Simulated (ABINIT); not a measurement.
Planning a run of ABINIT 10.8.3 on Ba2TaBiO6 (R-3). The input:

```
acell 3*1.0 Angstrom
rprim 
  3.075626834241 1.775713980676 4.956223105800
  -3.075626834241 1.775713980676 4.956223105800
  0.000000000000 -3.551427961352 4.956223105800
ntypat 4
znucl 56 73 83 8
natom 10
typat 1 1 2 3 4 4 4 4 4 4
xred 
  0.748816000000 0.748816000000 0.748816000000
  0.251184000000 0.251184000000 0.251184000000
  0.500000000000 0.500000000000 0.500000000000
  0.000000000000 0.000000000000 0.000000000000
  0.725510000000 0.218856000000 0.322035000000
  0.218856000000 0.322035000000 0.725510000000
  0.322035000000 0.725510000000 0.218856000000
  0.274490000000 0.781144000000 0.677965000000
  0.677965000000 0.274490000000 0.781144000000
  0.781144000000 0.677965000000 0.274490000000
pp_dirpath "pseudos"
pseudos "Ba.upf, Ta.upf, Bi.upf, O.upf"
ecut 22
ngkpt 4 4 4
nshiftk 1
shiftk 0 0 0
kptopt 1
chksymbreak 0
nband 51
occopt 1
tolvrs 1e-10
nstep 60
prtwf 0
optforces 0
optstress 0
indata_prefix "in"
outdata_prefix "out"
tmpdata_prefix "tmp"
```

```sh
OMP_NUM_THREADS=1 mpirun -n 8 abinit run.abi > log
```

**Question.** How long will it take on 8 MPI ranks of AMD EPYC 9B14 (Zen 4), shared host, and how much memory?

It took 30 s; on shared hardware allow 15 s to 61 s. Peak host memory was 0.82 GiB.

[Paths, hosts, dates, memory and timing lines, banners, echoed tables and standing remarks are left out of the program output.]

[Logs are printed without paths, hosts, clocks, repeated set-up lines and the standing remarks that a program may print on its own settings, such as how far it seeks lower states.]

[Runs of the session that timed out or met a known fault of the program may be left out.]

[Hosts, paths, dates, database ids (printed as entryN), source tags and the programs' standing remarks are cut or masked in the printed files.]

[G0W0 gaps are taken among the corrected bands and points alone; a level outside them can change the order at an edge.]

[Where Ansatz stands beside ABINIT at settings called matched, ABINIT's density can come from a denser mesh and the files from another edition; pairs whose starting gaps differed by over 0.03 eV were left out, so agreement reads better than it is.]
